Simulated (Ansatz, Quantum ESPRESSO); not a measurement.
# Work function of Ba(100), 5 layers, one monolayer of Au on top sites, part 2 of 7

How much energy does it take to lift an electron out of Ba(100), 5 layers, one monolayer of Au on top sites, and how far do the settings matter?

Quantum ESPRESSO 7.5; plane-wave DFT, PBE, GBRV ultrasoft pseudopotentials; geometry and cross-check by Ansatz 0.2.0 with PAW datasets.

So far. Step 2 (Relaxation with Ansatz): The relaxation lowers the energy by 117 meV an atom. Held were the atoms numbered 1, 2 and 3; the forces quoted are those on the free ones.

### Step 3. Self-consistent run

The two faces differ, so the slab has a dipole. tefield with eamp = 0 and dipfield cancel the false field of the periodic images; the ramp (emaxpos, eopreg) must lie in the vacuum. pw.x drops all symmetry for this, which costs k-points.

Level of this step: plane-wave DFT, PBE, GBRV ultrasoft pseudopotentials (Quantum ESPRESSO 7.5).

The input, scf.in:

```
&control
  prefix = 'scf'
  outdir = './out'
  pseudo_dir = './pseudo'
  calculation = 'scf'
  tprnfor = .true.
  tefield = .true.
  dipfield = .true.
/
&system
  ibrav = 0
  nat = 6
  ntyp = 2
  ecutwfc = 40
  ecutrho = 200
  occupations = 'smearing'
  smearing = 'mv'
  degauss = 0.02
  edir = 3
  emaxpos = 0.97
  eopreg = 0.04
  eamp = 0.0
/
&electrons
  conv_thr = 1e-07
  mixing_beta = 0.4
  electron_maxstep = 120
  mixing_mode = 'local-TF'
/
ATOMIC_SPECIES
  Ba  137.3270  ba_pbe_v1.uspp.F.UPF
  Au  196.9666  au_pbe_v1.uspp.F.UPF
CELL_PARAMETERS angstrom
  5.02000000000000 0.00000000000000 0.00000000000000
  0.00000000000000 5.02000000000000 0.00000000000000
  0.00000000000000 0.00000000000000 29.04000000000000
ATOMIC_POSITIONS crystal
  Ba  0.000000000000 0.000000000000 0.285812672200
  Ba  0.500000000000 0.500000000000 0.372245179100
  Ba  0.000000000000 0.000000000000 0.458677686000
  Ba  0.500000000000 0.500000000000 0.547302663266
  Ba  0.000000000000 0.000000000000 0.658329964578
  Au  0.000000000000 0.000000000000 0.754871266515
K_POINTS automatic
  6 6 1 0 0 0
```

Run with:

```sh
> OMP_NUM_THREADS=1 mpirun -n 4 pw.x -nk 2 -in scf.in > scf.out
```

The program printed:

```text
Program PWSCF v.7.5 starts
[citation notice left out]

     Parallel version (MPI & OpenMP), running on       4 processor cores
     Number of MPI processes:                 4
     Threads/MPI process:                     1

     MPI processes distributed on     1 nodes
[...]
Current dimensions of program PWSCF are:
     Max number of different atomic species (ntypx) = 10
     Max number of k-points (npk) =  40000
     Max angular momentum in pseudopotentials (lmaxx) =  4
     Presently no symmetry can be used with electric field

     K-points division:     npool     =       2
     R & G space division:  proc/nbgrp/npool/nimage =       2
     Subspace diagonalization in iterative solution of the eigenvalue problem:
     a serial algorithm will be used

     Parallelization info
     --------------------
     sticks:   dense  smooth     PW     G-vecs:    dense   smooth      PW
     Min         716     568    166               118026    84274   13068
     Max         717     569    167               118045    84291   13071
     Sum        1433    1137    333               236071   168565   26139

     Using Slab Decomposition

     bravais-lattice index     =            0
     lattice parameter (alat)  =       9.4864  a.u.
     unit-cell volume          =    4938.5636 (a.u.)^3
     number of atoms/cell      =            6
     number of atomic types    =            2
     number of electrons       =        61.00
     number of Kohn-Sham states=           37
     kinetic-energy cutoff     =      40.0000  Ry
     charge density cutoff     =     200.0000  Ry
     scf convergence threshold =      1.0E-07
     mixing beta               =       0.4000
     number of iterations used =            8  local-TF  mixing
     Exchange-correlation= SLA  PW   PBE  PBE
                           (   1   4   3   4   0   0   0)

     celldm(1)=   9.486425  celldm(2)=   0.000000  celldm(3)=   0.000000
     celldm(4)=   0.000000  celldm(5)=   0.000000  celldm(6)=   0.000000

     crystal axes: (cart. coord. in units of alat)
               a(1) = (   1.000000   0.000000   0.000000 )
               a(2) = (   0.000000   1.000000   0.000000 )
               a(3) = (   0.000000   0.000000   5.784861 )

     reciprocal axes: (cart. coord. in units 2 pi/alat)
               b(1) = (  1.000000  0.000000  0.000000 )
               b(2) = (  0.000000  1.000000  0.000000 )
               b(3) = (  0.000000  0.000000  0.172865 )

     PseudoPot. # 1 for Ba read from file:
     ./pseudo/ba_pbe_v1.uspp.F.UPF
     Pseudo is Ultrasoft + core correction, Zval = 10.0
     Generated by new atomic code, or converted to UPF format
     Using radial grid of  907 points,  7 beta functions with:
                l(1) =   0
                l(2) =   0
                l(3) =   1
                l(4) =   1
                l(5) =   2
                l(6) =   2
                l(7) =   3
     Q(r) pseudized with  6 coefficients,  rinner =    1.700   1.700   1.700
                                                       1.700   1.700   1.700
                                                       1.700

     PseudoPot. # 2 for Au read from file:
     ./pseudo/au_pbe_v1.uspp.F.UPF
     Pseudo is Ultrasoft + core correction, Zval = 11.0
     Generated by new atomic code, or converted to UPF format
     Using radial grid of  985 points,  7 beta functions with:
                l(1) =   0
                l(2) =   0
                l(3) =   1
                l(4) =   1
                l(5) =   2
                l(6) =   2
                l(7) =   3
     Q(r) pseudized with  6 coefficients,  rinner =    1.900   1.900   1.900
                                                       1.900   1.900   1.900
                                                       1.900

     atomic species   valence    mass     pseudopotential
     Ba               10.00   137.32700     Ba( 1.00)
     Au               11.00   196.96660     Au( 1.00)

     No symmetry found

   Cartesian axes

     site n.     atom                  positions (alat units)
         1        Ba     tau(   1) = (   0.0000000   0.0000000   1.6533865  )
         2        Ba     tau(   2) = (   0.5000000   0.5000000   2.1533865  )
         3        Ba     tau(   3) = (   0.0000000   0.0000000   2.6533865  )
         4        Ba     tau(   4) = (   0.5000000   0.5000000   3.1660696  )
         5        Ba     tau(   5) = (   0.0000000   0.0000000   3.8083470  )
         6        Au     tau(   6) = (   0.0000000   0.0000000   4.3668250  )

     number of k points=    20  Marzari-Vanderbilt smearing, width (Ry)=  0.0200
                       cart. coord. in units 2pi/alat
        k(    1) = (   0.0000000   0.0000000   0.0000000), wk =   0.0555556
        k(    2) = (   0.0000000   0.1666667   0.0000000), wk =   0.1111111
        k(    3) = (   0.0000000   0.3333333   0.0000000), wk =   0.1111111
        k(    4) = (   0.0000000  -0.5000000   0.0000000), wk =   0.0555556
        k(    5) = (   0.1666667   0.0000000   0.0000000), wk =   0.1111111
        k(    6) = (   0.1666667   0.1666667   0.0000000), wk =   0.1111111
        k(    7) = (   0.1666667   0.3333333   0.0000000), wk =   0.1111111
        k(    8) = (   0.1666667  -0.5000000   0.0000000), wk =   0.1111111
        k(    9) = (   0.1666667  -0.3333333   0.0000000), wk =   0.1111111
        k(   10) = (   0.1666667  -0.1666667   0.0000000), wk =   0.1111111
[...]
k(   20) = (  -0.5000000  -0.5000000   0.0000000), wk =   0.0555556

     Dense  grid:   236071 G-vectors     FFT dimensions: (  45,  45, 250)

     Smooth grid:   168565 G-vectors     FFT dimensions: (  40,  40, 225)

     Estimated max dynamical RAM per process >     493.31 MB

     Estimated total dynamical RAM >       1.87 GB

     Check: negative core charge=   -0.000003

     Initial potential from superposition of free atoms

     starting charge      60.9249, renormalised to      61.0000

     negative rho (up, down):  4.770E-01 0.000E+00

     Adding external electric field

     Computed dipole along edir(3) :
        Dipole               -0.2142 Ry au,         -0.5444 Debye
        Dipole field         -0.0005 Ry au,

        Potential amp.        0.0574 Ry
        Total length         52.6825 bohr

     Starting wfcs are   74 randomized atomic wfcs

     total cpu time spent up to now is        8.3 secs

     per-process dynamical memory:   165.5 Mb

     Self-consistent Calculation

     iteration #  1     ecut=    40.00 Ry     beta= 0.40
     Davidson diagonalization with overlap
[...]
Dipole               -0.7909 Ry au,         -2.0102 Debye
[...]
total energy              =    -466.25428061 Ry
     estimated scf accuracy    <       0.00291357 Ry

[...]
iteration # 20     ecut=    40.00 Ry     beta= 0.40
[...]
negative rho (up, down):  4.431E-01 0.000E+00

[...]
Dipole               -0.7827 Ry au,         -1.9894 Debye
[...]
total energy              =    -466.25442316 Ry
     estimated scf accuracy    <       0.00001154 Ry

     iteration # 21     ecut=    40.00 Ry     beta= 0.40
[...]
negative rho (up, down):  4.431E-01 0.000E+00

[...]
Dipole               -0.7854 Ry au,         -1.9962 Debye
[...]
total energy              =    -466.25442293 Ry
     estimated scf accuracy    <       0.00001233 Ry

     iteration # 22     ecut=    40.00 Ry     beta= 0.40
[...]
negative rho (up, down):  4.431E-01 0.000E+00

[...]
Dipole               -0.7835 Ry au,         -1.9915 Debye
[...]
total energy              =    -466.25442375 Ry
     estimated scf accuracy    <       0.00000314 Ry

     iteration # 23     ecut=    40.00 Ry     beta= 0.40
[...]
negative rho (up, down):  4.432E-01 0.000E+00

[...]
Dipole               -0.7831 Ry au,         -1.9904 Debye
[...]
total energy              =    -466.25442418 Ry
     estimated scf accuracy    <       0.00000163 Ry

     iteration # 24     ecut=    40.00 Ry     beta= 0.40
[...]
negative rho (up, down):  4.432E-01 0.000E+00

[...]
Dipole               -0.7831 Ry au,         -1.9904 Debye
[...]
total energy              =    -466.25442424 Ry
     estimated scf accuracy    <       0.00000087 Ry

     iteration # 25     ecut=    40.00 Ry     beta= 0.40
[...]
negative rho (up, down):  4.432E-01 0.000E+00

[...]
Dipole               -0.7828 Ry au,         -1.9896 Debye
[...]
total energy              =    -466.25442426 Ry
     estimated scf accuracy    <       0.00000014 Ry

     iteration # 26     ecut=    40.00 Ry     beta= 0.40
[...]
negative rho (up, down):  4.432E-01 0.000E+00

[...]
Dipole               -0.7828 Ry au,         -1.9897 Debye
[...]
total energy              =    -466.25442427 Ry
     estimated scf accuracy    <       0.00000049 Ry

     iteration # 27     ecut=    40.00 Ry     beta= 0.40
[...]
negative rho (up, down):  4.432E-01 0.000E+00

[...]
Dipole               -0.7807 Ry au,         -1.9844 Debye
[...]
End of self-consistent calculation

          k = 0.0000 0.0000 0.0000 ( 21211 PWs)   bands (ev):

   -28.6010 -28.2577 -27.9748 -27.9685 -27.8825 -13.8002 -13.6937 -13.6937
   -13.4420 -13.4008 -13.4008 -13.2093 -13.1804 -13.1804 -13.1338 -13.1338
   -13.1309 -13.0357 -12.9632 -12.9632  -1.7545  -1.5762  -1.5711  -1.5711
    -1.1898  -1.1015  -1.0829  -0.5915   0.0130   0.4786   0.5472   0.6151
     1.0172   1.6262   1.7342   2.3766   2.6012

          k = 0.0000 0.1667 0.0000 ( 21161 PWs)   bands (ev):

   -28.6002 -28.2568 -27.9734 -27.9679 -27.8828 -13.8006 -13.7150 -13.6901
   -13.4452 -13.4280 -13.3942 -13.2081 -13.1910 -13.1790 -13.1679 -13.1282
   -13.1249 -13.0197 -12.9764 -12.9729  -1.7182  -1.5854  -1.5700  -1.3705
    -1.1751  -1.0906  -0.9200  -0.4632   0.1148   0.5738   0.7003   0.7641
     1.0954   1.5977   1.7304   2.1430   2.2647

          k = 0.0000 0.3333 0.0000 ( 21077 PWs)   bands (ev):

   -28.5987 -28.2550 -27.9706 -27.9666 -27.8836 -13.8019 -13.7563 -13.6828
   -13.4752 -13.4565 -13.3809 -13.2371 -13.2069 -13.1901 -13.1769 -13.1252
   -13.1129 -13.0067 -12.9963 -12.9918  -1.6956  -1.6133  -1.5678  -1.1550
    -1.1059  -0.7564  -0.4831  -0.1736   0.2248   0.5627   0.8651   1.0843
     1.3749   1.5858   1.7657   1.9408   1.9696

          k = 0.0000-0.5000 0.0000 ( 21032 PWs)   bands (ev):

   -28.5980 -28.2540 -27.9692 -27.9659 -27.8840 -13.8029 -13.7763 -13.6792
   -13.4965 -13.4647 -13.3740 -13.2568 -13.2091 -13.2014 -13.1760 -13.1249
   -13.1015 -13.0117 -13.0040 -12.9953  -1.6886  -1.6275  -1.5666  -1.1449
    -1.1135  -0.2600   0.0285   0.0536   0.0683   0.2167   0.7675   1.2669
     1.6592   1.7090   1.7701   1.8146   1.8166

          k = 0.1667 0.0000 0.0000 ( 21161 PWs)   bands (ev):

   -28.6002 -28.2568 -27.9734 -27.9679 -27.8828 -13.8006 -13.7150 -13.6901
   -13.4452 -13.4280 -13.3942 -13.2081 -13.1910 -13.1790 -13.1679 -13.1282
   -13.1249 -13.0197 -12.9764 -12.9729  -1.7182  -1.5854  -1.5700  -1.3705
    -1.1751  -1.0906  -0.9200  -0.4632   0.1148   0.5738   0.7003   0.7641
     1.0954   1.5977   1.7304   2.1430   2.2647

          k = 0.1667 0.1667 0.0000 ( 21123 PWs)   bands (ev):

   -28.5995 -28.2559 -27.9722 -27.9672 -27.8829 -13.7995 -13.7124 -13.7110
   -13.4447 -13.4229 -13.4207 -13.2064 -13.1970 -13.1967 -13.1548 -13.1512
   -13.1232 -13.0178 -12.9898 -12.9719  -1.7063  -1.5849  -1.5829  -1.1557
    -1.1543  -1.0991  -0.7422  -0.3222   0.2562   0.7408   0.8223   0.9112
     1.1374   1.5915   1.6259   1.9501   2.0496

[...]
the Fermi energy is     0.9221 ev

!    total energy              =    -466.25442423 Ry
     estimated scf accuracy    <       0.00000005 Ry
     smearing contrib. (-TS)   =      -0.00398686 Ry
     internal energy E=F+TS    =    -466.25043737 Ry

     The total energy is F=E-TS. E is the sum of the following terms:
     one-electron contribution =   -1017.35270674 Ry
     hartree contribution      =     518.25580308 Ry
     xc contribution           =    -200.00568212 Ry
     ewald contribution        =     232.85059748 Ry
     electric field correction =       0.00155093 Ry

     convergence has been achieved in  27 iterations

     negative rho (up, down):  4.432E-01 0.000E+00

     Forces acting on atoms (cartesian axes, Ry/au):

     atom    1 type  1   force =    -0.00000007    0.00000009   -0.00277774
     atom    2 type  1   force =    -0.00000014    0.00000004    0.00635105
     atom    3 type  1   force =    -0.00000013    0.00000006   -0.00370638
     atom    4 type  1   force =    -0.00000009    0.00000004   -0.00003884
     atom    5 type  1   force =    -0.00000007    0.00000005   -0.00396305
     atom    6 type  2   force =     0.00000048   -0.00000028    0.00413496

     Total force =     0.009726     Total SCF correction =     0.000635

[...]
=------------------------------------------------------------------------------=
   JOB DONE.
=------------------------------------------------------------------------------=
[key lines of the parts left out:]
Dipole field         -0.0020 Ry au,
```

Wall time 5.9 min (4 MPI ranks of Intel Xeon Platinum 8259CL at 2.50GHz (Skylake/Cascade Lake), shared host); peak memory 2.1 GiB; 23 min of CPU time.

Read from the output:

| Quantity | Value |
| --- | --- |
| free energy | -6343.7146 eV |
| Fermi energy | 0.9221 eV |
| dipole along the normal | -0.4131 e·Å |

The program's own clock; routines nest. Time by routine:

```csv
routine,wall time (s),calls
PWSCF,352.1,1
electrons,340.9,1
c_bands,203.5,27
cegterg,168.1,270
h_psi,133.6,1051
fftw,113.3,55118
vloc_psi,107.3,1051
sum_band,78.37,27
newd,35.33,28
calbec,19.9,1361
mix_rho,19.55,27
h_psi:calbec,13.72,1051
add_vuspsi,11.74,1051
s_psi,11.47,1051
```

The run needed 27 iterations to bring the estimated error under 1e-07 Ry; the largest force on any atom, held or free, is 0.16 eV/Å.

### Step 4. Potential by pp.x

plot_num = 11 writes the bare and Hartree potential. It leaves out exchange and correlation, which fade slowly, so it flattens close to the surface.

The input, pot.in:

```
&inputpp
  prefix = 'scf'
  outdir = './out'
  filplot = 'pot.dat'
  plot_num = 11
/
```

Run with:

```sh
> OMP_NUM_THREADS=1 mpirun -n 4 pp.x -in pot.in > pot.out
```

The program printed:

```text
[banner, memory and clock lines left out]
Program POST-PROC v.7.5 starts

          URL

     ./out/scf.save/

     IMPORTANT: XC functional enforced from input :
     Exchange-correlation= PBE
                           (   1   4   3   4   0   0   0)
     Any further DFT definition will be discarded
     Please, verify this is what you really want

     Check: negative core charge=   -0.000003

     negative rho (up, down):  4.432E-01 0.000E+00

     Adding external electric field

     Computed dipole along edir(3) :
        Dipole               -0.7807 Ry au,         -1.9844 Debye
        Dipole field         -0.0020 Ry au,

        Potential amp.        0.2093 Ry
        Total length         52.6825 bohr

     Calling punch_plot, plot_num =  11

     Adding external electric field

     Computed dipole along edir(3) :
        Dipole               -0.7807 Ry au,         -1.9844 Debye
        Dipole field         -0.0020 Ry au,

        Potential amp.        0.2093 Ry
        Total length         52.6825 bohr

     Writing data to file  pot.dat
     Message from routine chdens:
     namelist plot not found or invalid, exiting
```

Wall time 2.9 s (4 MPI ranks); peak memory 0.41 GiB.

Read from the output:

```
work function of the upper face                                       : 5.330 eV
slope of the potential above                                          : 1.26e-4 eV/Å
upper vacuum line continued to the top atoms, over the Fermi level    : 5.330 eV
work function of the lower face                                       : 2.362 eV
slope of the potential below                                          : -0.002913 eV/Å
lower vacuum line continued to the bottom atoms, over the Fermi level : 2.345 eV
```

The potential energy, planar mean oscillates, so the rows of the table below give means over windows of 1 Å about each position, cut where the curve ends. Its maxima inside the range that stand out by 2 % of the span (Å: eV): 9.6: -0.661, 12.1: -0.569, 14.6: -0.528, 17.5: 1.01, 22.0: 3.61, 28.0: 5.33. Its minima: 8.4: -3.74, 10.8: -3.24, 13.4: -3.34, 15.8: -3.61, 19.2: -3.92, 22.4: 3.34.

Electrostatic potential energy of an electron, with the sawtooth; zero at the Fermi level. The potential energy, planar mean by z; means over each step:

z (Å), potential energy, planar mean (eV) and a bar from the least value:
```
        0       2.59 #####################
        1       2.36 ####################
        2       2.36 ####################
        3       2.36 ####################
        4       2.35 ####################
        5       2.28 ####################
        6       1.96 ###################
        7       0.40 #############
        8      -3.13 #
        9      -2.24 ####
       10      -1.65 ######
       11      -2.94 ##
       12      -1.04 ########
       13      -2.86 ##
       14      -1.99 #####
       15      -1.62 #######
       16      -3.27 #
       17      -0.12 ############
       18      -0.24 ###########
       19      -3.55 
       20      -0.56 ##########
       21       2.98 ######################
       22       3.43 ########################
       23       4.35 ###########################
       24       5.26 ##############################
       25       5.33 ##############################
       26       5.33 ##############################
       27       5.33 ##############################
       28       5.18 #############################
```

Electrostatic potential energy in the ca plane at fractional y = 0.000, with atoms of Ba and Au within 0.2 Å of it. With pseudopotentials it is smooth inside the atoms' cores, unlike the true potential.

Ten even steps from '0' (-27 eV) to '9' (5 eV), each cell a mean:
```
20000267899998862000036768986799999999999999
41001478899998864100257876766899999999999999
65445678899998876534578887778999999999999999
87777888999999887767788999999999999999999999
88888889999999988888889999999999999999999999
99999999999999998888899999999999999999999999
99999999999999998888899999999999999999999999
88888899999999988888889999999999999999999999
88888888999999888777889999999999999999999999
76556788899999887655678998889999999999999999
53113578899998875311367876667899999999999999
30000368899998863000036767876799999999999999
20000157899998752000026669996789999999999999
```
Columns run along c (16.0 Å, from fractional 0.43 to 0.98 of the cell; values clipped at the 3rd and 97th percentile), rows up along a (5.0 Å). Atoms in or near the plane, at fractional coordinates: Ba at (0.46, 0.00), Ba at (0.66, 0.00), Au at (0.75, 0.00).

The vacuum is flat to 2.9 meV/Å, so its level is well defined. Inside the slab the curve depends on the local part of the pseudopotentials; only the vacuum level has a meaning of its own.

(Part 2 of 7 ends here.)

[Logs are printed without paths, hosts, clocks, repeated set-up lines and the standing remarks that a program may print on its own settings, such as how far it seeks lower states.]

[Hosts, paths, dates, database ids (printed as entryN), source tags and the programs' standing remarks are cut or masked in the printed files.]

[Maps of the electrostatic potential energy from Ansatz leave out the sawtooth potential of an applied field or a dipole correction, so their vacuum need not be flat; planar profiles and work functions include it.]
